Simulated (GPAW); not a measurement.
BN (F-43m): refractive index against wavelength

The refractive index of BN (F-43m) below the direct gap (8.79 eV on the mesh) is read from one computed spectrum, n = √(Re ε).

Symmetry: F-43m, No. 216, cubic system. The conventional cell has a = 3.615 Å, b = 3.615 Å, c = 3.615 Å, α = 90.00°, β = 90.00°, γ = 90.00°. N on site c has 4 B at 1.57 Å as nearest neighbours. Around B on site a lie 4 N at 1.57 Å.

Method: GPAW 26.7.0, PBE, RPA, k-mesh 16×16×16, local fields up to 60 eV, Lorentzian half width 0.15 eV.

Launch of the response step: `OMP_NUM_THREADS=1 python df.py`. The run took 16 s, its band step included, on 1 thread of Arm Neoverse V2 (shared host).

| wavelength (nm) | photon energy E (eV) | n |
| --- | --- | --- |
| 532 | 2.331 | 2.1585 |
| 450 | 2.755 | 2.1709 |
| 405 | 3.061 | 2.1813 |
| 365 | 3.397 | 2.1945 |
| 308 | 4.025 | 2.2241 |
| 266 | 4.661 | 2.2619 |
| 248 | 4.999 | ? |

In the single-oscillator model n² − 1 = E₀E_d/(E₀² − E²), so 1/(n² − 1) = E₀/E_d − E²/(E₀E_d) is linear in E².

Working, on the rows shown:

| x = E² (eV²) | y = 1/(n² − 1) |
| --- | --- |
| 5.43137 | 0.27329 |
| 7.59115 | 0.269338 |
| 9.37179 | 0.266094 |
| 11.5384 | 0.262066 |
| 16.2043 | 0.253381 |
| 21.7255 | 0.242943 |

Means: x̄ = 11.977, ȳ = 0.26119. Σ(x − x̄)(y − ȳ) = -0.339, Σ(x − x̄)² = 182. Slope = -0.339 / 182 = -0.001863; intercept = ȳ − slope · x̄ = 0.2835. Turned back into n, the line misses the rows shown by at most 0.00031.

**Question.** Fill in the last column of the withheld row.

**Answer.** At x = 24.994 the line gives y = 0.23694, that is 2.2849. The run gave 2.2858, so the extrapolation is off by 0.00095, 0.7 % of the range in the table.

Refitted with all rows, the slope is -0.001871 and the intercept 0.28358. These give E₀ = √(intercept/−slope) = 12.31 eV and E_d = E₀/intercept = 43.4 eV; E₀ is 1.4 times the direct gap. The electronic limit at long wavelengths, without lattice vibrations, is n = √(1 + 1/intercept) = 2.128. Excitons are left out; PBE gaps are as a rule too small. The values come from a sum over the points of one k-mesh and carry its error, which grows as the direct gap shrinks. The local-field cutoff holds few shells of reciprocal vectors for this small cell, so ε∞ can read a few per cent high.
